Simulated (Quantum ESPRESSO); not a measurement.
# NbPb (Pm-3m): phonons by linear response, part 2 of 3

How does NbPb (Pm-3m) vibrate, and is this structure a minimum?

Quantum ESPRESSO 7.5; DFT LDA, scalar-relativistic, plane waves, PseudoDojo norm-conserving pseudopotentials.

So far. Step 2 (A first look): No gap opens on this mesh, so smearing is kept; the start stands at -15 GPa. Step 4 (Self-consistent run for the response): The cell stands at -0.024 GPa, close enough for phonons. The relaxed cell has a = 3.421 Å (conventional setting).

The structure was built from a prototype and need not be the compound's stable phase.

### 5. Linear response on the mesh

Linear response treats each wavevector in the unit cell, with no supercell; the 2×2×2 mesh fixes the range of the force constants to be had.

The input, ph.in:

```
phonons
&INPUTPH
  prefix       = 'x'
  outdir       = './tmp'
  fildyn       = 'x.dyn'
  tr2_ph       = 1.0d-18
  alpha_mix(1) = 0.4
  nmix_ph      = 8
  ldisp        = .true.
  nq1          = 2
  nq2          = 2
  nq3          = 2
/
```

Started as:

```bash
$ OMP_NUM_THREADS=1 mpirun -n 4 ph.x -nk 4 -in ph.in > ph.out
```

The log of the run:

```text
[banners, grids, parts of the stress and lines that vanish by symmetry left out]
[banner, memory and clock lines left out]
Program PHONON v.7.5

     ./tmp/x.save/

     IMPORTANT: XC functional enforced from input :
     Exchange-correlation= PW
                           (   1   4   0   0   0   0   0)
     Any further DFT definition will be discarded
     Please, verify this is what you really want

     G-vector sticks info

     Reading collected, re-writing distributed wavefunctions in ./tmp/

     Dynamical matrices for ( 2, 2, 2)  uniform grid of q-points
     (   4 q-points):
       N         xq(1)         xq(2)         xq(3)
       1   0.000000000   0.000000000   0.000000000
       2   0.000000000   0.000000000  -0.500000000
       3   0.000000000  -0.500000000  -0.500000000
       4  -0.500000000  -0.500000000  -0.500000000

     Number and degeneracy of irreps per q-point
       N         xq(1)         xq(2)         xq(3)   N irreps
       1   0.000000000   0.000000000   0.000000000       2
        3   3
       2   0.000000000   0.000000000  -0.500000000       4
        1   2   1   2
       3   0.000000000  -0.500000000  -0.500000000       4
        1   1   2   2
       4  -0.500000000  -0.500000000  -0.500000000       2
        3   3

     Calculation of q =    0.0000000   0.0000000   0.0000000

     phonons

     bravais-lattice index     =            1
     lattice parameter (alat)  =       6.4646  a.u.
     unit-cell volume          =     270.1651 (a.u.)^3
     number of atoms/cell      =            2
     number of atomic types    =            2
     kinetic-energy cut-off    =      82.0000  Ry
     charge density cut-off    =     328.0000  Ry
     convergence threshold     =      1.0E-18
     beta                      =       0.4000
     number of iterations used =            8
     Exchange-correlation= PW
                           (   1   4   0   0   0   0   0)

     celldm(1)=    6.46462  celldm(2)=    0.00000  celldm(3)=    0.00000
     celldm(4)=    0.00000  celldm(5)=    0.00000  celldm(6)=    0.00000

     crystal axes: (cart. coord. in units of alat)
               a(1) = (  1.0000  0.0000  0.0000 )
               a(2) = (  0.0000  1.0000  0.0000 )
               a(3) = (  0.0000  0.0000  1.0000 )

     reciprocal axes: (cart. coord. in units 2 pi/alat)
               b(1) = (  1.0000  0.0000  0.0000 )
               b(2) = (  0.0000  1.0000  0.0000 )
               b(3) = (  0.0000  0.0000  1.0000 )

     Atoms inside the unit cell:

     Cartesian axes

     site n.  atom      mass           positions (alat units)
        1  Nb     92.9064   tau(    1) = (    0.00000    0.00000    0.00000  )
        2  Pb    207.2000   tau(    2) = (    0.50000    0.50000    0.50000  )

     Computing dynamical matrix for
                    q = (   0.0000000   0.0000000   0.0000000 )

     49 Sym.Ops. (with q -> -q+G )

     G cutoff =  347.2164  (  27201 G-vectors)     FFT grid: ( 40, 40, 40)

     number of k points=    35  Methfessel-Paxton smearing, width (Ry)=  0.0200

     PseudoPot. # 1 for Nb read from file:
     ./pseudo/Nb.upf
     Pseudo is Norm-conserving + core correction, Zval = 13.0
     Using radial grid of 1640 points,  6 beta functions with:
                l(1) =   0
                l(2) =   0
                l(3) =   1
                l(4) =   1
                l(5) =   2
                l(6) =   2

     PseudoPot. # 2 for Pb read from file:
     ./pseudo/Pb.upf
     Pseudo is Norm-conserving + core correction, Zval = 14.0
     Using radial grid of 1638 points,  6 beta functions with:
                l(1) =   0
                l(2) =   0
                l(3) =   1
                l(4) =   1
                l(5) =   2
                l(6) =   2

     Mode symmetry, O_h (m-3m)  point group:

     Atomic displacements:
     There are    2 irreducible representations

     Representation     1      3 modes -  To be done

     Representation     2      3 modes -  To be done

     Alpha used in Ewald sum =   2.8000

     Representation #   1 modes #   1   2   3

     Self-consistent Calculation
      iter #   1   av.it.:   7.6
      thresh= 1.000E-02 alpha_mix =  0.400 |ddv_scf|^2 =  3.047E-06
      iter #   2   av.it.:  12.0
      thresh= 1.746E-04 alpha_mix =  0.400 |ddv_scf|^2 =  2.168E-08
      iter #   3   av.it.:  12.4
      thresh= 1.472E-05 alpha_mix =  0.400 |ddv_scf|^2 =  2.910E-09
      iter #   4   av.it.:  12.7
      thresh= 5.395E-06 alpha_mix =  0.400 |ddv_scf|^2 =  1.397E-10
      iter #   5   av.it.:  12.7
      thresh= 1.182E-06 alpha_mix =  0.400 |ddv_scf|^2 =  2.115E-12
      iter #   6   av.it.:  12.7
      thresh= 1.454E-07 alpha_mix =  0.400 |ddv_scf|^2 =  5.160E-14
      iter #   7   av.it.:  12.6
      thresh= 2.271E-08 alpha_mix =  0.400 |ddv_scf|^2 =  7.662E-15
      iter #   8   av.it.:  13.2
      thresh= 8.753E-09 alpha_mix =  0.400 |ddv_scf|^2 =  5.689E-17
      iter #   9   av.it.:  13.1
      thresh= 7.543E-10 alpha_mix =  0.400 |ddv_scf|^2 =  3.767E-19

     End of self-consistent calculation

     Convergence has been achieved

     Representation #   2 modes #   4   5   6

     Self-consistent Calculation
      iter #   1   av.it.:   7.3
      thresh= 1.000E-02 alpha_mix =  0.400 |ddv_scf|^2 =  2.254E-06
      iter #   2   av.it.:  12.1
      thresh= 1.501E-04 alpha_mix =  0.400 |ddv_scf|^2 =  6.637E-08
      iter #   3   av.it.:  12.2
      thresh= 2.576E-05 alpha_mix =  0.400 |ddv_scf|^2 =  3.567E-09
      iter #   4   av.it.:  12.6
      thresh= 5.973E-06 alpha_mix =  0.400 |ddv_scf|^2 =  2.829E-10
      iter #   5   av.it.:  13.0
      thresh= 1.682E-06 alpha_mix =  0.400 |ddv_scf|^2 =  2.994E-12
[...]
End of self-consistent calculation

     Convergence has been achieved

     Number of q in the star =    1
     List of q in the star:
          1   0.000000000   0.000000000   0.000000000

     Diagonalizing the dynamical matrix

     q = (    0.000000000   0.000000000   0.000000000 )

 **************************************************************************
     freq (    1) =      -0.043558 [THz] =      -1.452932 [cm-1]
     freq (    2) =      -0.043558 [THz] =      -1.452932 [cm-1]
     freq (    3) =      -0.043558 [THz] =      -1.452932 [cm-1]
     freq (    4) =       5.282359 [THz] =     176.200540 [cm-1]
     freq (    5) =       5.282359 [THz] =     176.200540 [cm-1]
     freq (    6) =       5.282359 [THz] =     176.200540 [cm-1]
 **************************************************************************

     Mode symmetry, O_h (m-3m)  point group:

     freq (   1-   3) =         -1.5  [cm-1]   --> T_1u G_15  G_4- I
     freq (   4-   6) =        176.2  [cm-1]   --> T_1u G_15  G_4- I

     Calculation of q =    0.0000000   0.0000000  -0.5000000
     [... set-up and bands at k+q left out ...]

     Mode symmetry, D_4h(4/mmm) point group:

     Atomic displacements:
     There are    4 irreducible representations

     Representation     1      1 modes -  To be done

     Representation     2      2 modes -  To be done

     Representation     3      1 modes -  To be done

     Representation     4      2 modes -  To be done

     Message from routine init_vloc:
     Interpolation table for Vloc re-allocated

     Alpha used in Ewald sum =   2.8000

     Representation #   1 mode #   1

     Self-consistent Calculation

[...]
End of self-consistent calculation

     Convergence has been achieved

     Representation #   2 modes #   2   3

     Self-consistent Calculation

[...]
End of self-consistent calculation

     Convergence has been achieved

     Representation #   3 mode #   4

     Self-consistent Calculation

[...]
End of self-consistent calculation

     Convergence has been achieved

     Representation #   4 modes #   5   6

     Self-consistent Calculation

[...]
End of self-consistent calculation

     Convergence has been achieved

     Number of q in the star =    3
     List of q in the star:
          1   0.000000000   0.000000000  -0.500000000
          2   0.000000000  -0.500000000   0.000000000
          3  -0.500000000   0.000000000   0.000000000

     Diagonalizing the dynamical matrix

     q = (    0.000000000   0.000000000  -0.500000000 )

 **************************************************************************
     freq (    1) =       2.042250 [THz] =      68.122117 [cm-1]
     freq (    2) =       2.694095 [THz] =      89.865352 [cm-1]
     freq (    3) =       2.694095 [THz] =      89.865352 [cm-1]
     freq (    4) =       2.920091 [THz] =      97.403741 [cm-1]
     freq (    5) =       2.920091 [THz] =      97.403741 [cm-1]
     freq (    6) =       3.782188 [THz] =     126.160201 [cm-1]
 **************************************************************************

     Mode symmetry, D_4h(4/mmm) point group:

     freq (   1-   1) =         68.1  [cm-1]   --> A_2u X_4' M_4'
     freq (   2-   3) =         89.9  [cm-1]   --> E_u  X_5' M_5'
     freq (   4-   5) =         97.4  [cm-1]   --> E_g  X_5  M_5
     freq (   6-   6) =        126.2  [cm-1]   --> A_1g X_1  M_1

     Calculation of q =    0.0000000  -0.5000000  -0.5000000
     [... set-up and bands at k+q left out ...]

     Mode symmetry, D_4h(4/mmm) point group:

     Atomic displacements:
     There are    4 irreducible representations

     Representation     1      1 modes -  To be done

     Representation     2      1 modes -  To be done

     Representation     3      2 modes -  To be done

     Representation     4      2 modes -  To be done

     Alpha used in Ewald sum =   2.8000

     Representation #   1 mode #   1

     Self-consistent Calculation

[...]
End of self-consistent calculation

     Convergence has been achieved

     Representation #   2 mode #   2

     Self-consistent Calculation

[...]
End of self-consistent calculation

     Convergence has been achieved

     Representation #   3 modes #   3   4

     Self-consistent Calculation

[...]
End of self-consistent calculation

     Convergence has been achieved

     Representation #   4 modes #   5   6

     Self-consistent Calculation

[...]
End of self-consistent calculation

     Convergence has been achieved

     Number of q in the star =    3
     List of q in the star:
          1   0.000000000  -0.500000000  -0.500000000
          2  -0.500000000  -0.500000000   0.000000000
          3  -0.500000000   0.000000000  -0.500000000

     Diagonalizing the dynamical matrix

     q = (    0.000000000  -0.500000000  -0.500000000 )

 **************************************************************************
     freq (    1) =       0.963767 [THz] =      32.147797 [cm-1]
     freq (    2) =       0.963767 [THz] =      32.147797 [cm-1]
     freq (    3) =       2.683947 [THz] =      89.526837 [cm-1]
     freq (    4) =       4.319573 [THz] =     144.085436 [cm-1]
     freq (    5) =       4.738834 [THz] =     158.070487 [cm-1]
     freq (    6) =       4.738834 [THz] =     158.070487 [cm-1]
 **************************************************************************

     Mode symmetry, D_4h(4/mmm) point group:

     freq (   1-   2) =         32.1  [cm-1]   --> E_u  X_5' M_5'
     freq (   3-   3) =         89.5  [cm-1]   --> B_1u X_2' M_2'
     freq (   4-   4) =        144.1  [cm-1]   --> A_2u X_4' M_4'
     freq (   5-   6) =        158.1  [cm-1]   --> E_u  X_5' M_5'

     Calculation of q =   -0.5000000  -0.5000000  -0.5000000
     [... set-up and bands at k+q left out ...]

     Mode symmetry, O_h (m-3m)  point group:

     Atomic displacements:
     There are    2 irreducible representations

     Representation     1      3 modes -  To be done

     Representation     2      3 modes -  To be done

     Alpha used in Ewald sum =   2.8000

     Representation #   1 modes #   1   2   3

     Self-consistent Calculation

[...]
End of self-consistent calculation

     Convergence has been achieved

     Representation #   2 modes #   4   5   6

     Self-consistent Calculation

[...]
iter #   3   av.it.:  11.8
      thresh= 1.935E-05 alpha_mix =  0.400 |ddv_scf|^2 =  4.697E-09

      iter #   4   av.it.:  12.5
      thresh= 6.853E-06 alpha_mix =  0.400 |ddv_scf|^2 =  5.305E-11

      iter #   5   av.it.:  12.9
      thresh= 7.283E-07 alpha_mix =  0.400 |ddv_scf|^2 =  6.534E-13

      iter #   6   av.it.:  12.5
      thresh= 8.083E-08 alpha_mix =  0.400 |ddv_scf|^2 =  1.129E-13

      iter #   7   av.it.:  13.0
      thresh= 3.359E-08 alpha_mix =  0.400 |ddv_scf|^2 =  1.310E-15

      iter #   8   av.it.:  13.3
      thresh= 3.620E-09 alpha_mix =  0.400 |ddv_scf|^2 =  2.923E-18

      iter #   9   av.it.:  12.7
      thresh= 1.710E-10 alpha_mix =  0.400 |ddv_scf|^2 =  7.386E-19

     End of self-consistent calculation

     Convergence has been achieved

     Number of q in the star =    1
     List of q in the star:
          1  -0.500000000  -0.500000000  -0.500000000

     Diagonalizing the dynamical matrix

     q = (   -0.500000000  -0.500000000  -0.500000000 )

 **************************************************************************
     freq (    1) =       1.133161 [THz] =      37.798187 [cm-1]
     freq (    2) =       1.133161 [THz] =      37.798187 [cm-1]
     freq (    3) =       1.133161 [THz] =      37.798187 [cm-1]
     freq (    4) =       3.650154 [THz] =     121.756038 [cm-1]
     freq (    5) =       3.650154 [THz] =     121.756038 [cm-1]
     freq (    6) =       3.650154 [THz] =     121.756038 [cm-1]
 **************************************************************************

     Mode symmetry, O_h (m-3m)  point group:

     freq (   1-   3) =         37.8  [cm-1]   --> T_1u G_15  G_4-
     freq (   4-   6) =        121.8  [cm-1]   --> T_2g G_25' G_5+


[key lines of the parts left out:]
the Fermi energy is    17.0961 ev
```

Elapsed: 15 min, on 4 MPI ranks of Arm Neoverse V1, shared host; 59 min of CPU time.

This step gave:

| Item | Value |
| --- | --- |
| largest acoustic frequency at the zone centre before the sum rule | -1.45 cm⁻¹ |
| highest optical zone-centre mode (no LO-TO term) | 176.2 cm⁻¹ |
| lowest optical zone-centre mode | 176.2 cm⁻¹ |
| lowest mode on the q mesh (acoustic ones at the zone centre apart) | 32.15 cm⁻¹ |

Frequencies (cm⁻¹) at each irreducible wavevector; negative means imaginary. Frequencies by wavevector:

| q (fractions) | star | mode 1 | mode 2 | mode 3 | mode 4 | mode 5 | mode 6 |
| --- | --- | --- | --- | --- | --- | --- | --- |
| 0 0 0 | 1 | -1.45 | -1.45 | -1.45 | 176.2 | 176.2 | 176.2 |
| 0 0 -0.5 | 3 | 68.12 | 89.87 | 89.87 | 97.4 | 97.4 | 126.2 |
| 0 -0.5 -0.5 | 3 | 32.15 | 32.15 | 89.53 | 144.1 | 158.1 | 158.1 |
| -0.5 -0.5 -0.5 | 1 | 37.8 | 37.8 | 37.8 | 121.8 | 121.8 | 121.8 |

The acoustic modes at Γ come out as far as 1.4 cm⁻¹ from zero, where they should vanish, a small numerical error.

### 6. Fourier transform to real space

The dynamical matrices of the mesh are Fourier-transformed to force constants in real space.

The input, q2r.in:

```
&INPUT
  fildyn = 'x.dyn'
  zasr   = 'simple'
  flfrc  = 'x.fc'
/
```

Started as:

```bash
$ q2r.x < q2r.in > q2r.out
```

The log of the run:

```text
[banners, grids, parts of the stress and lines that vanish by symmetry left out]
[banner, memory and clock lines left out]
Program Q2R v.7.5

  reading grid info from file x.dyn0

  reading force constants from file x.dyn1
  Dielectric Tensor not found
  nqs=            1
 q=   0.00000000  0.00000000  0.00000000
  reading force constants from file x.dyn2
  nqs=            3
 q=   0.00000000  0.00000000 -0.50000000
[...]
reading force constants from file x.dyn3
  nqs=            3
[...]
q=  -0.50000000  0.00000000 -0.50000000
  reading force constants from file x.dyn4
  nqs=            1
 q=  -0.50000000 -0.50000000 -0.50000000

      q-space grid ok, #points =    8

      fft-check success (sum of imaginary terms < 10^-12)
```

Elapsed: 0.45 s, on 1 thread.

### 7. Dispersion

From the force constants any wavevector is cheap; points of the mesh come back as solved, but for the sum rule and, in polar crystals, the LO-TO term at Γ; the rest is interpolation.

The input, matdyn.in:

```
&INPUT
  asr              = 'simple'
  flfrc            = 'x.fc'
  flfrq            = 'x.freq'
  flvec            = 'x.modes'
  q_in_band_form   = .true.
  q_in_cryst_coord = .true.
/
8
  0.0000000   0.0000000   0.0000000  12  ! GAMMA
  0.0000000   0.5000000   0.0000000  12  ! X
  0.5000000   0.5000000   0.0000000  12  ! M
  0.0000000   0.0000000   0.0000000  12  ! GAMMA
  0.5000000   0.5000000   0.5000000  12  ! R
  0.0000000   0.5000000   0.0000000   1  ! X
  0.5000000   0.5000000   0.5000000  12  ! R
  0.5000000   0.5000000   0.0000000   1  ! M
```

Started as:

```bash
$ matdyn.x -in matdyn.in > matdyn.out
```

The log of the run:

```text
[banner, memory and clock lines left out]
Program MATDYN v.7.5

 mass for atomic type   1 not given; uses mass from file x.fc
 mass for atomic type   2 not given; uses mass from file x.fc
     Message from routine matdyn:
     Z* not found in file x.fc, TO-LO splitting at q=0 will be absent!
     Message from routine matdyn:
     Z* not found in file x.fc, TO-LO splitting at q=0 will be absent!

Note: The following floating-point exceptions are signalling: IEEE_UNDERFLOW_FLAG
```

The job ended after 0.46 s (1 thread).

Read from the output:

```yaml
lowest_frequency_on_the_path: -34.69 cm⁻¹
```

Matdyn.x, sum rule simple. Phonon branches along the path, in cm⁻¹:

| point | branch 1 | branch 2 | branch 3 | branch 4 | branch 5 | branch 6 |
| --- | --- | --- | --- | --- | --- | --- |
| Γ | 0 | 0 | 0 | 176 | 176 | 176 |
| halfway | 41 | 41 | 52 | 150 | 150 | 152 |
| X | 68 | 90 | 90 | 97 | 97 | 126 |
| halfway | 38 | 60 | 94 | 120 | 137 | 146 |
| M | 32 | 32 | 90 | 144 | 158 | 158 |
| halfway | -35 | 65 | 102 | 115 | 140 | 158 |
| Γ | 0 | 0 | 0 | 176 | 176 | 176 |
| halfway | 47 | 47 | 90 | 122 | 144 | 144 |
| R | 38 | 38 | 38 | 122 | 122 | 122 |
| halfway | 28 | 64 | 102 | 109 | 135 | 146 |
| X | 68 | 90 | 90 | 97 | 97 | 126 |
| jump to R | 38 | 38 | 38 | 122 | 122 | 122 |
| halfway | 34 | 34 | 105 | 107 | 141 | 141 |
| M | 32 | 32 | 90 | 144 | 158 | 158 |

The phonon branches as a text plot (rows in cm⁻¹):

```
    172 |**                    ******
    163 |  *                 ***    **
    154 |   *        ******** **      **                      ***
    145 |    *     ****** *  **      *  *          ****      *  *
    137 |     *   *  *   ****            ***     ***** *    *  *
    128 |     **** **      * *        *  ****** **    * ** *  *
    119 |                   *           *   *******       **
    110 |        ***                   *           **  *    **
    102 |      ** *                                 ******   **
     93 |       *********** *         * *          *   ***  *  **
     84 |      * **        * *                    *    **
     75 |                  ** *          *       *    *
     66 |     ***  *      *          *    *         **  ** *
     58 |    *   ** *          *         *****  * **   *
     49 |   **       *   *   *      *   *        *
     40 |  **      *  * *     * *          ******         **
     31 |           *****      *       *         ******     *****
     22 | **             *      ** *  *
     14 |**                          *
      5 |*                       *  *
     -4 |                        ***
    -13 |                 *     *
    -22 |                      *
    -30 |                  ****
         Γ      X      M          Γ            R        X|R     M
```

Lowest modes at the softest wavevector of the mesh; phase exp(i q.(R + tau)). Modes at q = (0.500, 0.000, 0.500), with each element's share of the kinetic energy:

| mode | frequency (cm⁻¹) | Nb % | Pb % |
| --- | --- | --- | --- |
| 1 | 32.1 | 58 | 42 |
| 2 | 32.1 | 58 | 42 |
| 3 | 89.5 | 0 | 100 |
| 4 | 144.1 | 100 | 0 |
| 5 | 158.1 | 42 | 58 |
| 6 | 158.1 | 42 | 58 |

Displacements in mode 2 (32.1 cm⁻¹), the largest set to 1, in the home cell:
```
Nb1 0.00 0.00 1.00
Pb2 0.57 0.00 0.00
```

Displacements in mode 6 (158.1 cm⁻¹), the largest set to 1, in the home cell:
```
Nb1  0.00  0.00  1.00
Pb2 -0.78  0.00  0.00
```

Force constants by pair (phonopy on the run's constants); pairs near half the supercell's span include their periodic images. Pair force constants, by row:

| atom | neighbour | distance (Å) | third of the trace (eV/Å²) | along the pair's line (eV/Å²) |
| --- | --- | --- | --- | --- |
| Nb1 | itself | 0 | 3.703 | – |
| Nb1 | Pb | 2.963 | -0.9155 | -2.425 |
| Nb1 | Nb | 3.421 | 0.5377 | 1.281 |
| Nb1 | Nb | 4.838 | 0.0678 | -0.1083 |
| Nb1 | Nb | 5.925 | 1.805 | 1.805 |
| Pb2 | itself | 0 | 9.248 | – |
| Pb2 | Nb | 2.963 | -0.9155 | -2.425 |
| Pb2 | Pb | 3.421 | -0.5878 | -2.276 |
| Pb2 | Pb | 4.838 | 0.0206 | 0.0481 |
| Pb2 | Pb | 5.925 | -0.2224 | -0.2224 |

Mode patterns, pair constants, displacements and means over the zone were worked out by phonopy from the force constants of q2r.x.

The path dips to 35i cm⁻¹ between the solved wavevectors, whose modes are all real, so the dip may come from the interpolation.

(Continued in part 3 of 3.)

[Host names and launcher messages were left out of these logs when they were recorded.]

[Logs are printed without paths, hosts, clocks, repeated set-up lines and the standing remarks that a program may print on its own settings, such as how far it seeks lower states.]

[Hosts, paths, dates, database ids (printed as entryN), source tags and the programs' standing remarks are cut or masked in the printed files.]
